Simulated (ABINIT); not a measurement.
**How the form of the self-energy moves the gap of BiOCl (P4/nmm)**

Aim: compare treatments of exchange, screening and correlation for the gap of BiOCl (P4/nmm).

Calculated with ABINIT 10.8.3; PBEsol and many-body steps on it, plane waves.

**The experiments to reproduce.**

- Gap 3.44 eV: optical gap from Tauc plot; UV-vis diffuse reflectance; powder (hydrothermal powder) (“Synergistic Piezo-Photocatalysis of BiOCl/NaNbO3 Heterojunction Piezoelectric Composite for High-Efficient Organic Pollutant Degradation”, 2022, pmc:8839476).

- Gap 3.36 eV: optical gap from Kubelka-Munk/Tauc analysis; UV-vis diffuse reflectance; powder (solvothermal hierarchical microspheres made without additive) (“Hydrothermal Crystallization of Bismuth Oxychlorides (BiOCl) Using Different Shape Control Reagents”, 2021, pmc:8123882).

**1. Starting point**

The structure is tetragonal, space group P4/nmm (No. 129). The conventional cell has a = 3.886 Å, b = 3.886 Å, c = 7.349 Å, α = 90.00°, β = 90.00°, γ = 90.00°. Nearest to Bi lie 4 O at 2.31 Å and 4 Cl at 3.06 Å. Nearest to Cl lie 4 Bi at 3.06 Å. O has 4 Bi at 2.31 Å nearest. Farther neighbours and most contacts between anions are not listed.

The cell and positions come from the Crystallography Open Database and are kept as given unless a step says otherwise. Spin-orbit coupling is left out unless a step names it.

**2. Empty states on the mesh, 4×4×2 mesh, 121 bands**

This step: ABINIT 10.8.3; DFT, PBEsol, plane waves, norm-conserving pseudopotentials.

The sums over transitions need many empty states on a uniform mesh; this step solves for them.

run.abi reads:

```
acell 3*1.0 Angstrom
rprim 
  3.885510000000 0.000000000000 0.000000000000
  0.000000000000 3.885510000000 0.000000000000
  0.000000000000 0.000000000000 7.348900000000
ntypat 3
znucl 83 17 8
natom 6
typat 1 1 2 2 3 3
xred 
  0.500000000000 0.000000000000 0.329040000000
  0.000000000000 0.500000000000 0.670960000000
  0.000000000000 0.500000000000 0.147200000000
  0.500000000000 0.000000000000 0.852800000000
  0.000000000000 0.000000000000 0.500000000000
  0.500000000000 0.500000000000 0.500000000000
pp_dirpath "pseudos"
pseudos "Bi.upf, Cl.upf, O.upf"
ecut 36
ngkpt 4 4 2
nshiftk 1
shiftk 0 0 0
kptopt 1
chksymbreak 0
iscf -2
irdden 1
istwfk *1
nband 121
nbdbuf 10
tolwfr 1e-09
nstep 60
prtvol 0
indata_prefix "in"
outdata_prefix "out"
tmpdata_prefix "tmp"
```

Launch:

```
> OMP_NUM_THREADS=1 mpirun -n 8 abinit run.abi > log
```

Numbers of over 12 decimals in the logs are rounded to 6 here.

The log of the run:

```text
.Version 10.8.3 of ABINIT. v10.8.2 released Aug 2026.

 Symmetries : space group P4/n m m (#129); Bravais tP (primitive tetrag.)
[... echo of the input left out ...]
== DATASET  1 ==================================================================
-   mpi_nproc: 8, omp_nthreads: 1 (-1 if OMP is not activated)
-    --> not optimal distribution: autoparal keyword recommended in input file <--

--- !DatasetInfo
iteration_state: {dtset: 1, }
dimensions: {natom: 6, nkpt: 12, mband: 121, nsppol: 1, nspinor: 1, nspden: 1, mpw: 7758, }
cutoff_energies: {ecut:  36.0, pawecutdg:  -1.0, }
[...]
1.61574    1.63434    1.67437    1.67451    1.67625    1.67625    1.68371    1.68371
   1.68912    1.73551    1.74506    1.74506    1.75189    1.76915    1.77616    1.78995
   1.81148
 prteigrs : prtvol=0 or 1, do not print more k-points.

== END DATASET(S) ==============================================================
================================================================================

 -outvars: echo values of variables after computation  --------
            nband         121
             nkpt          12
          spgroup         129
 [... the other variables as echoed above ...]

 Calculation completed.
```

The job ended after 2.8 min (8 MPI ranks of Arm Neoverse N1, shared host; peak memory 0.78 GiB; 23 min of CPU time).

Numbers from this step:

```yaml
gap: 2.599 eV
k_of_the_valence_top: 0.5, 0, 0.5
k_of_the_conduction_bottom: 0, 0, 0.5
least_direct_gap: 2.900 eV
k_points_computed: 12
lowest_point_of_the_top_converged_band_above_the_valence_top: 41.55 eV
```

On this mesh the gap is 2.599 eV.

The density comes from a self-consistent run that is not shown.

**3. Screening, 4×4×2 mesh, 111 bands, screening to 122.5 eV**

The RPA dielectric matrix is built and inverted for each q.

This step: RPA screening on PBEsol, plane waves, norm-conserving pseudopotentials.

run.abi: that of step 2 with these lines changed.

```diff
@@ -24,10 +24,11 @@
 chksymbreak 0
-iscf -2
-irdden 1
 istwfk *1
-nband 121
-nbdbuf 10
-tolwfr 1e-09
-nstep 60
-prtvol 0
+occopt 1
+irdwfk 1
+optdriver 3
+nband 111
+ecuteps 4.5
+inclvkb 2
+awtr 1
+symchi 1
 indata_prefix "in"
```

The log of the run:

```text
.Version 10.8.3 of ABINIT. v10.8.2 released Aug 2026.

 Symmetries : space group P4/n m m (#129); Bravais tP (primitive tetrag.)
[... echo of the input left out ...]
== DATASET  1 ==================================================================
-   mpi_nproc: 8, omp_nthreads: 1 (-1 if OMP is not activated)

--- !DatasetInfo
iteration_state: {dtset: 1, }
dimensions: {natom: 6, nkpt: 12, mband: 111, nsppol: 1, nspinor: 1, nspden: 1, mpw: 7758, }
cutoff_energies: {ecut:  36.0, pawecutdg:  -1.0, }
electrons: {nelect:   5.60000000E+01, charge:   0.00000000E+00, occopt:   1.00000000E+00, tsmear:   1.00000000E-02, }

 SCREENING: Calculation of the susceptibility and dielectric matrices

 Based on a program developped by R.W. Godby, V. Olevano, G. Onida, and L. Reining.
 Incorporated in ABINIT by V. Olevano, G.-M. Rignanese, and M. Torrent.
.Using double precision arithmetic ; gwpc =  8

[... cell and pseudopotentials left out ...]
--------------------------------------------------------------------------------

 ==== K-mesh for the wavefunctions ====
 Number of points in the irreducible wedge :    12
[... list of points left out ...]
 Together with 16 symmetry operations and time-reversal symmetry
 yields    32 points in the full Brillouin Zone.

 ==== Q-mesh for the screening function ====
 Number of points in the irreducible wedge :    12
[... list of points left out ...]
 Together with 16 symmetry operations and time-reversal symmetry
 yields    32 points in the full Brillouin Zone.

 setmesh: FFT mesh size selected  =    30x   30x   54
          total number of points  =        48600

 vcoul_init : cutoff-mode = AUXILIARY_FUNCTION
 q-points for optical limit:   1
     1)      0.000010    0.000020    0.000030

- screening: taking advantage of time-reversal symmetry
- Maximum band index for partially occupied states nbvw = 28
- Remaining bands to be divided among processors   nbcw = 83
- Number of bands treated by each node ~10

 Number of electrons calculated from density =   56.0000; Expected =   56.0000
 average of density, n =  0.074795
 r_s =    1.4724
 omega_plasma =   26.3811 [eV]

 calculating chi0 at frequencies [eV] :
  1    0.000000E+00    0.000000E+00
  2    0.000000E+00    2.638105E+01

--------------------------------------------------------------------------------
  q-point number  1        q = ( 0.000000, 0.000000, 0.000000) [r.l.u.]
--------------------------------------------------------------------------------
[... chi0 elements left out ...]
 For q-point:  0.000010 0.000020 0.000030
  dielectric constant =   6.0623
  dielectric constant without local fields =   6.9687

  Average fulfillment of the sum rule on Im[epsilon] for q-point    1 :     61.43  [%]
[... wings left out ...]
  q-point number  2        q = ( 0.250000, 0.000000, 0.000000) [r.l.u.]
--------------------------------------------------------------------------------
[... chi0 elements left out ...]
  Average fulfillment of the sum rule on Im[epsilon] for q-point    2 :     74.14  [%]

 [... 10 further q-points ...]
```

Wall time 4.5 min (8 MPI ranks); peak memory 4.1 GiB.

Numbers from this step:

- ε∞ with local fields, on this mesh, along the program's q direction: 6.062
- the same without local fields: 6.969
- plasma frequency: 26.38 eV
- plane waves in the screening matrix: 345

Local fields lower ε∞ by 13 %. On a Γ-centred mesh this coarse the value itself is usually too large, while a short band sum pulls it down.

**4. G0W0, Godby-Needs plasmon pole**

The self-energy is evaluated for the states that the input lists, and the levels follow from it, in one-shot runs by the linearised quasiparticle equation.

This step: G0W0 on PBEsol, plane waves, norm-conserving pseudopotentials.

run.abi: that of step 3 with these lines changed.

```diff
@@ -27,8 +27,19 @@
 irdwfk 1
-optdriver 3
+optdriver 4
 nband 111
+gwcalctyp 0
+ecutsigx 36
+symsigma 1
+nkptgw 3
+kptgw 
+  0.5000000000 0.0000000000 0.5000000000
+  0.0000000000 0.0000000000 0.5000000000
+  0.0000000000 0.0000000000 0.0000000000
+bdgw 
+  27 30
+  27 30
+  27 30
 ecuteps 4.5
-inclvkb 2
-awtr 1
-symchi 1
+irdscr 1
+ppmodel 1
 indata_prefix "in"
```

The log of the run:

```text
.Version 10.8.3 of ABINIT. v10.8.2 released Aug 2026.

 Symmetries : space group P4/n m m (#129); Bravais tP (primitive tetrag.)
[... echo of the input left out ...]
== DATASET  1 ==================================================================
-   mpi_nproc: 8, omp_nthreads: 1 (-1 if OMP is not activated)

--- !DatasetInfo
iteration_state: {dtset: 1, }
dimensions: {natom: 6, nkpt: 12, mband: 111, nsppol: 1, nspinor: 1, nspden: 1, mpw: 7758, }
cutoff_energies: {ecut:  36.0, pawecutdg:  -1.0, }
electrons: {nelect:   5.60000000E+01, charge:   0.00000000E+00, occopt:   1.00000000E+00, tsmear:   1.00000000E-02, }

 SIGMA: Calculation of the GW corrections

 Based on a program developped by R.W. Godby, V. Olevano, G. Onida, and L. Reining.
 Incorporated in ABINIT by V. Olevano, G.-M. Rignanese, and M. Torrent.
.Using double precision arithmetic ; gwpc =  8

[... cell and pseudopotentials left out ...]
--------------------------------------------------------------------------------

 ==== K-mesh for the wavefunctions ====
 Number of points in the irreducible wedge :    12
[... list of points left out ...]
 Together with 16 symmetry operations and time-reversal symmetry
 yields    32 points in the full Brillouin Zone.

 ==== Q-mesh for screening function ====
 Number of points in the irreducible wedge :    12
[... list of points left out ...]
 Together with 16 symmetry operations and time-reversal symmetry
 yields    32 points in the full Brillouin Zone.

 vcoul_init : cutoff-mode = AUXILIARY_FUNCTION
 q-points for optical limit:   1
     1)      0.000010    0.000020    0.000030
 setmesh: FFT mesh size selected  =    40x   40x   75
          total number of points  =       120000

 Number of electrons calculated from density =   56.0000; Expected =   56.0000
 average of density, n =  0.074795
 r_s =    1.4724
 omega_plasma =   26.3811 [eV]

 === KS Band Gaps ===
  >>>> For spin  1
   Minimum direct gap =   2.9000 [eV], located at k-point      :   0.0000  0.0000  0.5000
   Fundamental gap    =   2.5987 [eV], Top of valence bands at :   0.5000  0.0000  0.5000
                                       Bottom of conduction at :   0.0000  0.0000  0.5000
 SIGMA fundamental parameters:
 PLASMON POLE MODEL  1
 number of plane-waves for SigmaX                 7685
 number of plane-waves for SigmaC and W            345
 number of plane-waves for wavefunctions          7685
 number of bands                                   111
 number of independent spin polarizations            1
 number of spinorial components                      1
 number of k-points in IBZ                          12
 number of q-points in IBZ                          12
 number of symmetry operations                      16
 number of k-points in BZ                           32
 number of q-points in BZ                           32
 number of frequencies for dSigma/dE                 9
 frequency step for dSigma/dE [eV]                0.25
 number of omega for Sigma on real axis              0
 max omega for Sigma on real axis  [eV]           0.00
 zcut for avoiding poles [eV]                     0.10

 EPSILON^-1 parameters (SCR file):
 dimension of the eps^-1 matrix on file            345
 dimension of the eps^-1 matrix used               345
 number of plane-waves for wavefunctions          7685
 number of bands                                   111
 number of q-points in IBZ                          12
 number of frequencies                               2
 number of real frequencies                          1
 number of imag frequencies                          1

 matrix elements of self-energy operator (all in [eV])

 Perturbative Calculation

--- !SelfEnergy_ee
iteration_state: {dtset: 1, }
kpoint     : [   0.500,    0.000,    0.500, ]
spin       : 1
KS_gap     :    4.404
QP_gap     :    5.542
Delta_QP_KS:    1.138
data: !SigmaeeData |
     Band     E0 <VxcDFT>   SigX SigC(E0)      Z dSigC/dE  Sig(E)    E-E0       E
       27   3.611 -16.156 -19.728   3.083   0.789  -0.267 -16.542  -0.386   3.225
       28   3.611 -16.156 -19.728   3.083   0.789  -0.267 -16.542  -0.386   3.225
       29   8.015 -13.003  -9.321  -2.765   0.820  -0.220 -12.251   0.752   8.767
       30   8.015 -13.003  -9.321  -2.765   0.820  -0.220 -12.251   0.752   8.767

--- !SelfEnergy_ee
iteration_state: {dtset: 1, }
kpoint     : [   0.000,    0.000,    0.500, ]
spin       : 1
KS_gap     :    2.900
QP_gap     :    3.427
Delta_QP_KS:    0.527
data: !SigmaeeData |
     Band     E0 <VxcDFT>   SigX SigC(E0)      Z dSigC/dE  Sig(E)    E-E0       E
       27   3.295 -14.683 -18.629   3.046   0.793  -0.261 -15.398  -0.714   2.581
       28   3.310 -17.956 -22.147   4.063   0.772  -0.295 -18.054  -0.098   3.212
[...]
--- !SelfEnergy_ee
iteration_state: {dtset: 1, }
kpoint     : [   0.000,    0.000,    0.000, ]
spin       : 1
KS_gap     :    3.793
QP_gap     :    4.447
Delta_QP_KS:    0.654
data: !SigmaeeData |
     Band     E0 <VxcDFT>   SigX SigC(E0)      Z dSigC/dE  Sig(E)    E-E0       E
[...]
28   2.915 -16.532 -20.173   3.406   0.783  -0.277 -16.716  -0.184   2.731
       29   6.708 -12.609  -9.348  -2.694   0.828  -0.208 -12.139   0.470   7.178
       30   7.415 -12.605  -9.320  -2.647   0.825  -0.212 -12.079   0.526   7.940

== END DATASET(S) ==============================================================
================================================================================

 -outvars: echo values of variables after computation  --------
           etotal      0.0000000000E+00
            nband         111
             nkpt          12
          spgroup         129
 [... the other variables as echoed above ...]

 Calculation completed.
```

Run time: 38 s. Hardware: 8 MPI ranks; peak memory 2.6 GiB.

This step gave:

* G0W0 gap on the points computed: 3.413 eV
* starting gap on the mesh: 2.599 eV
* k of the valence top: 0.5, 0, 0.5
* k of the conduction bottom: 0, 0, 0.5
* Z at the valence top: 0.789
* Z at the conduction bottom: 0.831
* least direct G0W0 gap on the computed points: 3.426 eV

The gap on the mesh goes from 2.60 eV to 3.41 eV, a correction of +0.81 eV.

**5. G0W0, Hybertsen-Louie plasmon pole**

run.abi: that of step 4 with these lines changed.

```diff
@@ -43,3 +43,3 @@
 irdscr 1
-ppmodel 1
+ppmodel 2
 indata_prefix "in"
```

The log of the run:

```text
.Version 10.8.3 of ABINIT. v10.8.2 released Aug 2026.

 Symmetries : space group P4/n m m (#129); Bravais tP (primitive tetrag.)
[... echo of the input left out ...]
== DATASET  1 ==================================================================
-   mpi_nproc: 8, omp_nthreads: 1 (-1 if OMP is not activated)

--- !DatasetInfo
iteration_state: {dtset: 1, }
dimensions: {natom: 6, nkpt: 12, mband: 111, nsppol: 1, nspinor: 1, nspden: 1, mpw: 7758, }
cutoff_energies: {ecut:  36.0, pawecutdg:  -1.0, }
electrons: {nelect:   5.60000000E+01, charge:   0.00000000E+00, occopt:   1.00000000E+00, tsmear:   1.00000000E-02, }

 SIGMA: Calculation of the GW corrections

 Based on a program developped by R.W. Godby, V. Olevano, G. Onida, and L. Reining.
 Incorporated in ABINIT by V. Olevano, G.-M. Rignanese, and M. Torrent.
.Using double precision arithmetic ; gwpc =  8

[... cell and pseudopotentials left out ...]
--------------------------------------------------------------------------------

 ==== K-mesh for the wavefunctions ====
 Number of points in the irreducible wedge :    12
[... list of points left out ...]
 Together with 16 symmetry operations and time-reversal symmetry
 yields    32 points in the full Brillouin Zone.

 ==== Q-mesh for screening function ====
 Number of points in the irreducible wedge :    12
[... list of points left out ...]
 Together with 16 symmetry operations and time-reversal symmetry
 yields    32 points in the full Brillouin Zone.

 vcoul_init : cutoff-mode = AUXILIARY_FUNCTION
 q-points for optical limit:   1
     1)      0.000010    0.000020    0.000030
 setmesh: FFT mesh size selected  =    40x   40x   75
          total number of points  =       120000

 Number of electrons calculated from density =   56.0000; Expected =   56.0000
[...]
number of plane-waves for wavefunctions          7685
 number of bands                                   111
 number of q-points in IBZ                          12
 number of frequencies                               2
 number of real frequencies                          1
 number of imag frequencies                          1

 matrix elements of self-energy operator (all in [eV])

 Perturbative Calculation

--- !SelfEnergy_ee
iteration_state: {dtset: 1, }
kpoint     : [   0.500,    0.000,    0.500, ]
spin       : 1
KS_gap     :    4.404
QP_gap     :    5.658
Delta_QP_KS:    1.253
data: !SigmaeeData |
     Band     E0 <VxcDFT>   SigX SigC(E0)      Z dSigC/dE  Sig(E)    E-E0       E
       27   3.611 -16.156 -19.728   2.840   0.836  -0.196 -16.768  -0.612   2.999
       28   3.611 -16.156 -19.728   2.840   0.836  -0.196 -16.768  -0.612   2.999
       29   8.015 -13.003  -9.321  -2.936   0.860  -0.162 -12.362   0.642   8.657
[...]
--- !SelfEnergy_ee
iteration_state: {dtset: 1, }
kpoint     : [   0.000,    0.000,    0.500, ]
spin       : 1
KS_gap     :    2.900
QP_gap     :    3.538
Delta_QP_KS:    0.638
data: !SigmaeeData |
     Band     E0 <VxcDFT>   SigX SigC(E0)      Z dSigC/dE  Sig(E)    E-E0       E
[...]
--- !SelfEnergy_ee
iteration_state: {dtset: 1, }
kpoint     : [   0.000,    0.000,    0.000, ]
spin       : 1
KS_gap     :    3.793
QP_gap     :    4.548
Delta_QP_KS:    0.755
data: !SigmaeeData |
     Band     E0 <VxcDFT>   SigX SigC(E0)      Z dSigC/dE  Sig(E)    E-E0       E
[...]
29   6.708 -12.609  -9.348  -2.887   0.863  -0.159 -12.287   0.322   7.031
       30   7.415 -12.605  -9.320  -2.768   0.860  -0.162 -12.161   0.444   7.859

== END DATASET(S) ==============================================================
================================================================================

 -outvars: echo values of variables after computation  --------
           etotal      0.0000000000E+00
            nband         111
             nkpt          12
          spgroup         129
 [... the other variables as echoed above ...]

 Calculation completed.
```

Wall time 37 s (8 MPI ranks); peak memory 2.5 GiB.

This step gave:

| Item | Value |
| --- | --- |
| G0W0 gap on the points computed | 3.47 eV |
| starting gap on the mesh | 2.599 eV |
| k of the valence top | 0.5, 0, 0.5 |
| k of the conduction bottom | 0, 0, 0.5 |
| Z at the valence top | 0.836 |
| Z at the conduction bottom | 0.865 |
| least direct G0W0 gap on the computed points | 3.538 eV |

Against G0W0 in ABINIT (4×4×2 mesh, 111 bands, screening to 122.5 eV, Godby-Needs plasmon pole), the gap moves by +0.057 eV.

**6. G0W0, von der Linden-Horsch plasmon pole**

run.abi: that of step 5 with these lines changed.

```diff
@@ -43,3 +43,3 @@
 irdscr 1
-ppmodel 2
+ppmodel 3
 indata_prefix "in"
```

The log of the run:

```text
.Version 10.8.3 of ABINIT. v10.8.2 released Aug 2026.

 Symmetries : space group P4/n m m (#129); Bravais tP (primitive tetrag.)
[... echo of the input left out ...]
== DATASET  1 ==================================================================
-   mpi_nproc: 8, omp_nthreads: 1 (-1 if OMP is not activated)

--- !DatasetInfo
iteration_state: {dtset: 1, }
dimensions: {natom: 6, nkpt: 12, mband: 111, nsppol: 1, nspinor: 1, nspden: 1, mpw: 7758, }
cutoff_energies: {ecut:  36.0, pawecutdg:  -1.0, }
[...]
Band     E0 <VxcDFT>   SigX SigC(E0)      Z dSigC/dE  Sig(E)    E-E0       E
[...]
29   6.708 -12.609  -9.348  -2.877   0.877  -0.141 -12.273   0.337   7.045
       30   7.415 -12.605  -9.320  -2.807   0.875  -0.143 -12.187   0.418   7.832

== END DATASET(S) ==============================================================
================================================================================

 -outvars: echo values of variables after computation  --------
           etotal      0.0000000000E+00
            nband         111
             nkpt          12
          spgroup         129
 [... the other variables as echoed above ...]

 Calculation completed.
```

Elapsed: 36 s, on 8 MPI ranks; peak memory 2.3 GiB.

This step gave:

| Property | Result |
| --- | --- |
| G0W0 gap on the points computed | 3.370 eV |
| starting gap on the mesh | 2.599 eV |
| k of the valence top | 0, 0, 0.5 |
| k of the conduction bottom | 0, 0, 0.5 |
| least direct G0W0 gap on the computed points | 3.370 eV |

Against G0W0 in ABINIT (4×4×2 mesh, 111 bands, screening to 122.5 eV, Godby-Needs plasmon pole), the gap moves by −0.043 eV.

[end of part 1 of 2]

[Paths, hosts, dates, memory and timing lines, banners, echoed tables and standing remarks are left out of the program output.]

[Logs are printed without paths, hosts, clocks, repeated set-up lines and the standing remarks that a program may print on its own settings, such as how far it seeks lower states.]

[Runs of the session that timed out or met a known fault of the program may be left out.]

[Hosts, paths, dates, database ids (printed as entryN), source tags and the programs' standing remarks are cut or masked in the printed files.]

[G0W0 gaps are taken among the corrected bands and points alone; a level outside them can change the order at an edge.]

[Where Ansatz stands beside ABINIT at settings called matched, ABINIT's density can come from a denser mesh and the files from another edition; pairs whose starting gaps differed by over 0.03 eV were left out, so agreement reads better than it is.]
